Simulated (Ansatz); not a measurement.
# Na on Cu(111): change of the work function, part 2 of 3

Wanted: Δφ(θ) for Na/Cu(111), starting from the fcc site.

Ansatz 0.2.0; plane-wave DFT, PBE, Ansatz PAW.

So far, work function, upper face (eV): step 2 (the clean slab) 4.79.

### 3. Adsorbate added, k-mesh 4×4×1, coverage 0.111 ML

System of this step: Na/Cu(111). The cell holds 37 atoms: 36 Cu and 1 Na. Cell: a = 7.658 Å, b = 7.658 Å, c = 26.945 Å, α = 90.0°, β = 90.0°, γ = 60.0°. Vacuum lies along c.

The clean slab as it ended is repeated in the plane and the adsorbate is set on one face; the cell's size fixes the coverage, and the k-mesh shrinks with it to keep the sampling density about even. Adsorbate and upper layers relax, since the dipole depends on the height.

The input, input.yaml:

```yaml
crystal:
  lattice:
    - [7.6579664403, 1.0e-10, 0.0]
    - [3.8289832201, 6.6319934787, 0.0]
    - [0.0, 0.0, 26.9451372026]
  atoms:
    - { symbol: Cu, position: [0.0, 0.0, 0.3340120309] }
    - { symbol: Cu, position: [0.1111111111, 0.1111111111, 0.4113630741] }
    - { symbol: Cu, position: [0.2222222222, 0.2222222222, 0.4887141173] }
    - { symbol: Cu, position: [0.0, 0.0, 0.5660651605] }
    - { symbol: Cu, position: [0.0, 0.3333333333, 0.3340120309] }
    - { symbol: Cu, position: [0.1111111111, 0.4444444444, 0.4113630741] }
    - { symbol: Cu, position: [0.2222222222, 0.5555555556, 0.4887141173] }
    - { symbol: Cu, position: [0.0, 0.3333333333, 0.5660651605] }
    - { symbol: Cu, position: [0.0, 0.6666666667, 0.3340120309] }
    - { symbol: Cu, position: [0.1111111111, 0.7777777778, 0.4113630741] }
    - { symbol: Cu, position: [0.2222222222, 0.8888888889, 0.4887141173] }
    - { symbol: Cu, position: [0.0, 0.6666666667, 0.5660651605] }
    - { symbol: Cu, position: [0.3333333333, 0.0, 0.3340120309] }
    - { symbol: Cu, position: [0.4444444444, 0.1111111111, 0.4113630741] }
    - { symbol: Cu, position: [0.5555555556, 0.2222222222, 0.4887141173] }
    - { symbol: Cu, position: [0.3333333333, 0.0, 0.5660651605] }
    - { symbol: Cu, position: [0.3333333333, 0.3333333333, 0.3340120309] }
    - { symbol: Cu, position: [0.4444444444, 0.4444444444, 0.4113630741] }
    - { symbol: Cu, position: [0.5555555556, 0.5555555556, 0.4887141173] }
    - { symbol: Cu, position: [0.3333333333, 0.3333333333, 0.5660651605] }
    - { symbol: Cu, position: [0.3333333333, 0.6666666667, 0.3340120309] }
    - { symbol: Cu, position: [0.4444444444, 0.7777777778, 0.4113630741] }
    - { symbol: Cu, position: [0.5555555556, 0.8888888889, 0.4887141173] }
    - { symbol: Cu, position: [0.3333333333, 0.6666666667, 0.5660651605] }
    - { symbol: Cu, position: [0.6666666667, 0.0, 0.3340120309] }
    - { symbol: Cu, position: [0.7777777778, 0.1111111111, 0.4113630741] }
    - { symbol: Cu, position: [0.8888888889, 0.2222222222, 0.4887141173] }
    - { symbol: Cu, position: [0.6666666667, 0.0, 0.5660651605] }
    - { symbol: Cu, position: [0.6666666667, 0.3333333333, 0.3340120309] }
    - { symbol: Cu, position: [0.7777777778, 0.4444444444, 0.4113630741] }
    - { symbol: Cu, position: [0.8888888889, 0.5555555556, 0.4887141173] }
    - { symbol: Cu, position: [0.6666666667, 0.3333333333, 0.5660651605] }
    - { symbol: Cu, position: [0.6666666667, 0.6666666667, 0.3340120309] }
    - { symbol: Cu, position: [0.7777777778, 0.7777777778, 0.4113630741] }
    - { symbol: Cu, position: [0.8888888889, 0.8888888889, 0.4887141173] }
    - { symbol: Cu, position: [0.6666666667, 0.6666666667, 0.5660651605] }
    - { symbol: Na, position: [0.1111111111, 0.1111111111, 0.6659879691] }
kpoints:
  mp_grid: { grid: [4, 4, 1] }
hamiltonian:
  xc: pbe
scf:
  occupations: { method: fermi_dirac, width: 0.1 }
  convergence: { dr2_threshold: 1.0e-08 }
efield:
  axis: 3
  dipole_correction: true
  ramp_position: 0.97
  ramp_width: 0.06
relax:
  f_tol: 0.02
  max_steps: 60
  constraints:
    - { sites: [0, 1, 4, 5, 8, 9, 12, 13, 16, 17, 20, 21, 24, 25, 28, 29, 32, 33] }
output:
  write_potential: true
  write_density: true
  volumetric_format: npy
```

Run with:

```
$ ansatz run input.yaml --threads 4 --pin off --max-ram 16384MiB --backend cpu --events-out ev --progress --plain --runs-dir out
```

Standard output:

```text
[...]
Crystal: 37 atoms, lattice volume = 1368.478 Å³
Basis set: ecut = 420 eV, 26653 PW (Γ), exchange–correlation on 108×108×384 points (8 copies of the dense FFT grid, shifted against one another)
Bands: 416, of which v1, the nominal top of the filled ones, is band 347 counted from 1 (346 counted from 0)
Symmetry: 6 space group operations
[...]
k-points: 4 of 16 (time reversal used)
[...]
SCF iter   1: F=—  HF=-239985.168857 eV  |F-HF|=—  |Δ(HF+E_count)|=         —  Δρ=2.46e-3  dr2=1.15e0  ethr=1.77e-3  p=0.780 e·Å  D=1.03e-1 V/Å  ΔV_dip=-2.78 eV  dr2_dipole=4.41e-1  V_vac-E_F(+/−)=1.99/4.77 eV  ⟨swp⟩=6.8  Hψ=6681  notcnv=0  defer=150
[...]
SCF iter  13: F=-239985.164742 eV  HF=-239985.164742 eV  |F-HF|=1.26e-8  |Δ(HF+E_count)|=   2.47e-8  Δρ=4.23e-7  dr2=2.23e-9  ethr=1.44e-12  p=0.739 e·Å  D=9.77e-2 V/Å  ΔV_dip=-2.63 eV  dr2_dipole=1.73e-10  V_vac-E_F(+/−)=2.14/4.78 eV  ⟨swp⟩=7.2  Hψ=11100  notcnv=0
SCF 1 converged in 13 iterations: F = -239985.164742 eV  dr2 = 2.23e-9
[...]
relax step   1: F+E_penalty+E_count = -239985.16474162 eV  Δ(F+E_penalty+E_count) = +0.000e0 eV  max|allowed force component| = 5.316e-1 eV/Å  Δτ_max = 0.0000 Å  (13 SCF iters, accepted)
[...]
iter 1 solved again at ethr=6.89e-7 eV; its pass at ethr=3.10e-3 eV (dr2=4.77e-3 eV) is discarded
[...]
SCF iter  11: F=-239985.211836 eV  HF=-239985.211836 eV  |F-HF|=2.94e-9  |Δ(HF+E_count)|=  6.69e-10  Δρ=4.50e-7  dr2=1.85e-9  ethr=1.44e-12  p=0.714 e·Å  D=9.45e-2 V/Å  ΔV_dip=-2.55 eV  dr2_dipole=5.04e-12  V_vac-E_F(+/−)=2.23/4.77 eV  ⟨swp⟩=8.5  Hψ=10291  notcnv=0
SCF 2 converged in 11 iterations: F = -239985.211836 eV  dr2 = 1.85e-9
[...]
relax step   2: F+E_penalty+E_count = -239985.21183616 eV  Δ(F+E_penalty+E_count) = -4.709e-2 eV  max|allowed force component| = 3.788e-1 eV/Å  Δτ_max = 0.1032 Å  (11 SCF iters, accepted)
SCF iter   1: F=—  HF=-239985.251232 eV  |F-HF|=—  |Δ(HF+E_count)|=         —  Δρ=1.80e-3  dr2=2.76e-2  ethr=2.04e-5  p=0.714 e·Å  D=9.45e-2 V/Å  ΔV_dip=-2.55 eV  dr2_dipole=1.96e-3  V_vac-E_F(+/−)=2.23/4.77 eV  ⟨swp⟩=6.5  Hψ=4837  notcnv=0  defer=179
[...]
SCF iter  12: F=-239985.243910 eV  HF=-239985.243910 eV  |F-HF|=4.57e-9  |Δ(HF+E_count)|=   1.51e-8  Δρ=2.62e-7  dr2=9.91e-10  ethr=1.44e-12  p=0.677 e·Å  D=8.96e-2 V/Å  ΔV_dip=-2.41 eV  dr2_dipole=3.80e-11  V_vac-E_F(+/−)=2.35/4.77 eV  ⟨swp⟩=8.2  Hψ=10364  notcnv=0
SCF 3 converged in 12 iterations: F = -239985.243910 eV  dr2 = 9.91e-10
relax step   3: F+E_penalty+E_count = -239985.24391033 eV  Δ(F+E_penalty+E_count) = -3.207e-2 eV  max|allowed force component| = 1.612e-1 eV/Å  Δτ_max = 0.1352 Å  (12 SCF iters, accepted)
[...]
relax step   4: F+E_penalty+E_count = -239985.24888977 eV  Δ(F+E_penalty+E_count) = -4.979e-3 eV  max|allowed force component| = 5.112e-2 eV/Å  Δτ_max = 0.0678 Å  (10 SCF iters, accepted)
SCF iter   1: F=—  HF=-239985.249363 eV  |F-HF|=—  |Δ(HF+E_count)|=         —  Δρ=2.76e-4  dr2=9.63e-4  ethr=6.77e-7  p=0.655 e·Å  D=8.66e-2 V/Å  ΔV_dip=-2.33 eV  dr2_dipole=1.84e-4  V_vac-E_F(+/−)=2.43/4.76 eV  ⟨swp⟩=4.8  Hψ=3296  notcnv=0  defer=177
[...]
SCF iter   9: F=-239985.249683 eV  HF=-239985.249683 eV  |F-HF|=1.63e-9  |Δ(HF+E_count)|=   5.01e-9  Δρ=3.78e-7  dr2=1.74e-9  ethr=1.44e-12  p=0.660 e·Å  D=8.73e-2 V/Å  ΔV_dip=-2.35 eV  dr2_dipole=7.57e-11  V_vac-E_F(+/−)=2.41/4.76 eV  ⟨swp⟩=7.2  Hψ=10869  notcnv=0
SCF 5 converged in 9 iterations: F = -239985.249683 eV  dr2 = 1.74e-9
[...]
relax step   5: F+E_penalty+E_count = -239985.24968346 eV  Δ(F+E_penalty+E_count) = -7.937e-4 eV  max|allowed force component| = 1.713e-3 eV/Å  Δτ_max = 0.0147 Å  (9 SCF iters, accepted)
NSCF: frozen V_eff on 4 k-points
[...]
SCF converged after 9 iterations
Free energy (F): -239985.249683 eV
[...]
Internal energy: -239984.883113 eV  (E = F + TS)
E sigma→0 (E₀):  -239985.066398 eV
Entropy (-TS):   -0.366571 eV (-9.907 meV/atom)
Fermi energy:    2.912008 eV
Dipole field:    D = 0.087257 V/Å  (p = 0.659895 e·Å, saw-weighted, corrected)
Work function:   Φ+ = 2.4128 eV   Φ− = 4.7640 eV
[...]
--- Forces (eV/Å), atoms counted from 1 ---
  atom   1  Cu     0.00054866     0.00031677     0.01647466
  atom   2  Cu    -0.00000000     0.00000000    -0.06281472
  atom   3  Cu    -0.00095666    -0.00055233    -0.00013071
  atom   4  Cu     0.00137789     0.00079552    -0.00025049
  atom   5  Cu     0.00000000    -0.00063354     0.01647466
  atom   6  Cu     0.01368462     0.02255581    -0.01730873
  atom   7  Cu    -0.00001661     0.00000959    -0.00067128
  atom   8  Cu     0.00000000    -0.00159104    -0.00025049
  atom   9  Cu    -0.00043924     0.00025359     0.01329992
  atom  10  Cu    -0.01269160    -0.02312913    -0.01730873
  atom  11  Cu    -0.00000000     0.00110465    -0.00013071
  atom  12  Cu     0.00010379    -0.00005993     0.00060680
  atom  13  Cu    -0.00054866     0.00031677     0.01647466
  atom  14  Cu     0.02637621     0.00057332    -0.01730873
  atom  15  Cu     0.00000000    -0.00001917    -0.00067128
  atom  16  Cu    -0.00137789     0.00079552    -0.00025049
  atom  17  Cu    -0.00148096    -0.00085503     0.02035807
  atom  18  Cu    -0.00000000     0.00000000     0.04197288
  atom  19  Cu     0.00001661     0.00000959    -0.00067128
  atom  20  Cu     0.00032277     0.00018635     0.00061956
  atom  21  Cu    -0.00000000     0.00171007     0.02035807
  atom  22  Cu     0.01269160    -0.02312913    -0.01730873
  atom  23  Cu    -0.00079542     0.00045924    -0.00022428
  atom  24  Cu     0.00000000    -0.00037270     0.00061956
  atom  25  Cu     0.00000000    -0.00050719     0.01329992
  atom  26  Cu    -0.02637621     0.00057332    -0.01730873
  atom  27  Cu     0.00095666    -0.00055233    -0.00013071
  atom  28  Cu    -0.00000000     0.00011985     0.00060680
  atom  29  Cu     0.00148096    -0.00085503     0.02035807
  atom  30  Cu    -0.01368462     0.02255581    -0.01730873
  atom  31  Cu     0.00000000    -0.00091848    -0.00022428
  atom  32  Cu    -0.00032277     0.00018635     0.00061956
  atom  33  Cu     0.00043924     0.00025359     0.01329992
  atom  34  Cu    -0.00000000    -0.00000000    -0.02713838
  atom  35  Cu     0.00079542     0.00045924    -0.00022428
  atom  36  Cu    -0.00010379    -0.00005993     0.00060680
  atom  37  Na     0.00000000     0.00000000     0.00171324
  max |Σ_I F_I| component: 1.27e-4 eV/Å
--- Band table (eV) ---
  k-point 0: bands = [... 343 lower, 1.3483, 2.3095, 2.4019, 2.4019, 2.4617, 2.4617, 2.4708, 2.4790, ... 65 higher]
  k-point 1: bands = [... 343 lower, 1.9609, 2.1932, 2.2006, 2.2317, 2.9303, 3.2385, 3.2390, 3.5312, ... 65 higher]
  k-point 2: bands = [... 343 lower, 2.7523, 2.7545, 2.7561, 2.7562, 3.3268, 3.3279, 3.3352, 3.3399, ... 65 higher]
  k-point 3: bands = [... 343 lower, 2.7070, 2.7719, 3.1077, 3.1648, 3.1989, 3.2752, 3.3561, 3.3630, ... 65 higher]
--- Relaxed structure (5 steps of the walk, 5 accepted, 0 SCFs on fresh bases) ---
  F+E_penalty+E_count = -239985.24968346 eV   max|allowed force component| = 1.713e-3 eV/Å
  atoms:
    - { symbol: Cu, position: [1.111111e-11, 1.111111e-11, 0.334012] }
    - { symbol: Cu, position: [0.111111, 0.111111, 0.411363] }
    - { symbol: Cu, position: [0.222530, 0.222530, 0.488005] }
    - { symbol: Cu, position: [-0.000542736, -0.000542736, 0.564719] }
    - { symbol: Cu, position: [1.111114e-11, 0.333333, 0.334012] }
    - { symbol: Cu, position: [0.111111, 0.444444, 0.411363] }
    - { symbol: Cu, position: [0.222385, 0.555474, 0.489072] }
    - { symbol: Cu, position: [-0.000542736, 0.334419, 0.564719] }
    - { symbol: Cu, position: [-2.222222e-11, 0.666667, 0.334012] }
    - { symbol: Cu, position: [0.111111, 0.777778, 0.411363] }
    - { symbol: Cu, position: [0.222530, 0.888274, 0.488005] }
    - { symbol: Cu, position: [-8.976424e-5, 0.666712, 0.566427] }
    - { symbol: Cu, position: [0.333333, 1.111111e-11, 0.334012] }
    - { symbol: Cu, position: [0.444444, 0.111111, 0.411363] }
    - { symbol: Cu, position: [0.555474, 0.222385, 0.489072] }
    - { symbol: Cu, position: [0.334419, -0.000542736, 0.564719] }
    - { symbol: Cu, position: [0.333333, 0.333333, 0.334012] }
    - { symbol: Cu, position: [0.444444, 0.444444, 0.411363] }
    - { symbol: Cu, position: [0.555474, 0.555474, 0.489072] }
    - { symbol: Cu, position: [0.332789, 0.332789, 0.566800] }
    - { symbol: Cu, position: [0.333333, 0.666667, 0.334012] }
    - { symbol: Cu, position: [0.444444, 0.777778, 0.411363] }
    - { symbol: Cu, position: [0.556157, 0.888588, 0.488455] }
    - { symbol: Cu, position: [0.332789, 0.667755, 0.566800] }
    - { symbol: Cu, position: [0.666667, -2.222220e-11, 0.334012] }
    - { symbol: Cu, position: [0.777778, 0.111111, 0.411363] }
    - { symbol: Cu, position: [0.888274, 0.222530, 0.488005] }
    - { symbol: Cu, position: [0.666712, -8.976424e-5, 0.566427] }
    - { symbol: Cu, position: [0.666667, 0.333333, 0.334012] }
    - { symbol: Cu, position: [0.777778, 0.444444, 0.411363] }
    - { symbol: Cu, position: [0.888588, 0.556157, 0.488455] }
    - { symbol: Cu, position: [0.667755, 0.332789, 0.566800] }
    - { symbol: Cu, position: [0.666667, 0.666667, 0.334012] }
    - { symbol: Cu, position: [0.777778, 0.777778, 0.411363] }
    - { symbol: Cu, position: [0.888588, 0.888588, 0.488455] }
    - { symbol: Cu, position: [0.666712, 0.666712, 0.566427] }
    - { symbol: Na, position: [0.111111, 0.111111, 0.655173] }
```

Run time: 14 min. Hardware: 4 threads of Arm Neoverse V1, shared host; peak memory 9.8 GiB.

Relaxation path:

```tsv
step	energy less that of the first step (eV)	largest force component (eV/Å)
1	0.0000	0.5316
2	-0.0471	0.3788
3	-0.0792	0.1612
4	-0.0841	0.0511
5	-0.0849	0.0017
```

Forces are held to the 6 operations that the program found; a distortion that breaks them can't arise in this run.

The atoms that moved most (Å):

```tsv
atom	dx	dy	dz	length
Na37	0.000	0.000	-0.291	0.291
Cu4	-0.006	-0.004	-0.036	0.037
Cu8	0.000	0.007	-0.036	0.037
Cu16	0.006	-0.004	-0.036	0.037
Cu20	-0.006	-0.004	0.020	0.021
Cu24	0.000	0.007	0.020	0.021
Cu32	0.006	-0.004	0.020	0.021
Cu27	-0.004	0.002	-0.019	0.020
```

Final coordinates:

```xyz
37
Lattice="7.6580 0.0000 0.0000 3.8290 6.6320 0.0000 0.0000 0.0000 26.9451" Properties=species:S:1:pos:R:3
Cu    0.0000    0.0000    9.0000
Cu    1.2763    0.7369   11.0842
Cu    2.5562    1.4758   13.1494
Cu   -0.0062   -0.0036   15.2164
Cu    1.2763    2.2107    9.0000
Cu    2.5527    2.9476   11.0842
Cu    3.8299    3.6839   13.1781
Cu    1.2763    2.2179   15.2164
Cu    2.5527    4.4213    9.0000
Cu    3.8290    5.1582   11.0842
Cu    5.1053    5.8910   13.1494
Cu    2.5521    4.4216   15.2625
Cu    2.5527    0.0000    9.0000
Cu    3.8290    0.7369   11.0842
Cu    5.1053    1.4749   13.1781
Cu    2.5589   -0.0036   15.2164
Cu    3.8290    2.2107    9.0000
Cu    5.1053    2.9476   11.0842
Cu    6.3807    3.6839   13.1781
Cu    3.8227    2.2071   15.2725
Cu    5.1053    4.4213    9.0000
Cu    6.3816    5.1582   11.0842
Cu    7.6614    5.8931   13.1615
Cu    5.1053    4.4285   15.2725
Cu    5.1053    0.0000    9.0000
Cu    6.3816    0.7369   11.0842
Cu    7.6544    1.4758   13.1494
Cu    5.1053   -0.0006   15.2625
Cu    6.3816    2.2107    9.0000
Cu    7.6580    2.9476   11.0842
Cu    8.9343    3.6884   13.1615
Cu    6.3879    2.2071   15.2725
Cu    7.6580    4.4213    9.0000
Cu    8.9343    5.1582   11.0842
Cu   10.2072    5.8931   13.1615
Cu    7.6585    4.4216   15.2625
Na    1.2763    0.7369   17.6537
```

Read from the output:

- energy at zero smearing: -239985.0664 eV
- work function, upper face: 2.413 eV
- work function, lower face: 4.764 eV
- dipole along the normal: 0.6599 e·Å
- step between the vacuum levels: -2.351 eV

Running mean over 2.084 Å of the planar mean; the ramp of the sawtooth is left out. Electron's electrostatic potential energy less the Fermi level against z:

```tsv
z (Å)	electron's electrostatic potential energy less the Fermi level (eV)
3.5	4.76
4.0	4.76
4.5	4.76
5.0	4.76
5.5	4.75
6.0	4.71
6.5	4.57
7.0	4.08
7.5	1.97
8.0	-2.78
8.5	-7.13
9.0	-8.58
9.5	-8.77
10.0	-8.80
10.5	-8.83
11.0	-8.85
11.5	-8.86
12.0	-8.87
12.5	-8.86
13.0	-8.84
13.5	-8.83
14.0	-8.78
14.5	-8.76
15.0	-8.71
15.5	-8.21
16.0	-5.52
16.5	-1.04
17.0	1.76
17.5	2.15
18.0	2.00
18.5	1.99
19.0	2.24
19.5	2.36
20.0	2.39
20.5	2.40
21.0	2.41
21.5	2.41
22.0	2.41
22.5	2.41
23.0	2.41
23.5	2.41
```

The relaxation took 5 steps and lowered the energy by 0.085 eV; the largest force on the free atoms ends at 0.0017 eV/Å.

The covered face has 2.41 eV, -2.37 eV against the clean one; the bare back face has moved by -0.02 eV, a measure of how thin the slab is.

(Part 2 of 3 ends here.)

[Long decimals in the printed logs are rounded to 6 places.]

[Logs are printed without paths, hosts, clocks, repeated set-up lines and the standing remarks that a program may print on its own settings, such as how far it seeks lower states.]

[Hosts, paths, dates, database ids (printed as entryN), source tags and the programs' standing remarks are cut or masked in the printed files.]

[Maps of the electrostatic potential energy from Ansatz leave out the sawtooth potential of an applied field or a dipole correction, so their vacuum need not be flat; planar profiles and work functions include it.]
